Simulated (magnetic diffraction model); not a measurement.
# Moment size from magnetic intensity in ErMg₄Zn₈

Space group I4/mmm (no. 139), a = 9.2320 Å, c = 5.3310 Å.

| site | atom | x | y | z |
| --- | --- | --- | --- | --- |
| 2a | Er | 0 | 0 | 0 |
| 8j | Zn | 0 | 0.7801 | 1/2 |
| 8i | Zn | 0 | 0.3527 | 0 |
| 8f | Mg | 1/4 | 3/4 | 1/4 |

The compound is invented for this exercise: a known structure type with other elements, its cell scaled to their sizes and not relaxed.

Only Er is taken to order (form factors of Er3+); orders and moment sizes are assumed, and not adapted to the symmetry. Radiation: neutrons of λ = 1.8 Å, 8° to 60°; isotropic B of 0.42 Å² (Er), 0.41 Å² (Zn) and 0.74 Å² (Mg). Simulated constant-wavelength pattern: nuclear and magnetic terms add, the magnetic one as |2.695 fm × Σ f S⊥ exp(2πi Q·r) exp(−B s²)|², summed over all Q at one angle with the factor 1/(sin²θ cos θ). For collinear order S is the moment m, which repeats by lattice and centring translations R with the sign exp(−2πi k·R). Free-ion form factors, Sears's scattering lengths of 1992, no absorption; a label names one of the reflections at its angle. The strongest nuclear line in the range is 100, and lines under 0.2 are left out.

In a first state the assumed order is k = (1/2 1/2 0), collinear moments along [111], 8.7 μB on Er, with this pattern:

```tsv
2θ (°)	index	nuclear	magnetic
15.85	(1 1 0)	0.5	0.0
17.73	(3/2 -1/2 0)	0.0	65.1
21.01	(1/2 -1/2 1)	0.0	48.3
22.48	(1 0 1)	0.3	0.0
22.49	(2 0 0)	2.0	0.0
23.87	(3/2 3/2 0)	0.0	3.0
26.43	(3/2 1/2 1)	0.0	41.1
28.78	(5/2 1/2 0)	0.0	11.4
30.97	(3/2 -3/2 1)	0.0	22.4
32.01	(2 1 1)	7.5	0.0
33.02	(5/2 -3/2 0)	0.0	19.6
34.97	(5/2 -1/2 1)	0.0	28.1
35.91	(3 1 0)	4.5	0.0
38.61	(5/2 3/2 1)	0.0	10.6
39.47	(0 0 2)	16.5	0.0
39.47	(3 0 1)	38.8	0.0
```
(The table stops after 16 lines; 26 more lie at higher angle.)

**Question.** Nearer the ordering temperature the line at 17.73° has total intensity 47.0 on the same scale, and all moments have shrunk alike. How large is the Er moment?

The nuclear part, 0.0, stays, so the magnetic part is 47.0 against 65.1. It goes as m², so m = 8.7 × √(47.0/65.1) = 7.39 μB; the value used was 7.39 μB.

[Logs are printed without paths, hosts, clocks, repeated set-up lines and the standing remarks that a program may print on its own settings, such as how far it seeks lower states.]
